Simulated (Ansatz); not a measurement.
An input for Ansatz 0.2.0 (CeO2 (Fm-3m)):

```yaml
crystal:
  lattice:
    - [0.0, 2.70365, 2.70365]
    - [2.70365, 0.0, 2.70365]
    - [2.70365, 2.70365, 0.0]
  atoms:
    - { symbol: Ce, position: [0.0, 0.0, 0.0] }
    - { symbol: O, position: [0.25, 0.25, 0.25] }
    - { symbol: O, position: [0.75, 0.75, 0.75] }
kpoints:
  mp_grid: { grid: [8, 8, 8] }
hamiltonian:
  xc: pbe
  pseudopotentials: { kind: paw, azcp: { folder: soft_1 } }
scf:
  occupations: { method: fixed }
  n_extra_bands: 14
output:
  optics: { e_range: [0, 15], de: 0.05, sigma: 0.15, scissors: 1.881 }
```

```sh
ansatz run input.yaml --threads 2 --pin off --max-ram 73728MiB --backend cuda --events-out ev --progress --plain --runs-dir out --devices 1 --max-vram 13GiB
```

**Question.** Estimate wall time and host memory on 1 × NVIDIA H100 80GB HBM3 (shared by 6 runs) with 2 threads of AMD EPYC 7R13 (Zen 3), shared host.

It took 16 s; on shared hardware allow 7.8 s to 31 s. Peak host memory was 1.1 GiB.

[Paths, hosts, dates, memory and timing lines, banners, echoed tables and standing remarks are left out of the program output.]

[Logs are printed without paths, hosts, clocks, repeated set-up lines and the standing remarks that a program may print on its own settings, such as how far it seeks lower states.]

[Runs of the session that timed out or met a known fault of the program may be left out.]

[Cells called generated may have been cut or substituted from an entry of the Crystallography Open Database or the Materials Project.]

[Hosts, paths, dates, database ids (printed as entryN), source tags and the programs' standing remarks are cut or masked in the printed files.]
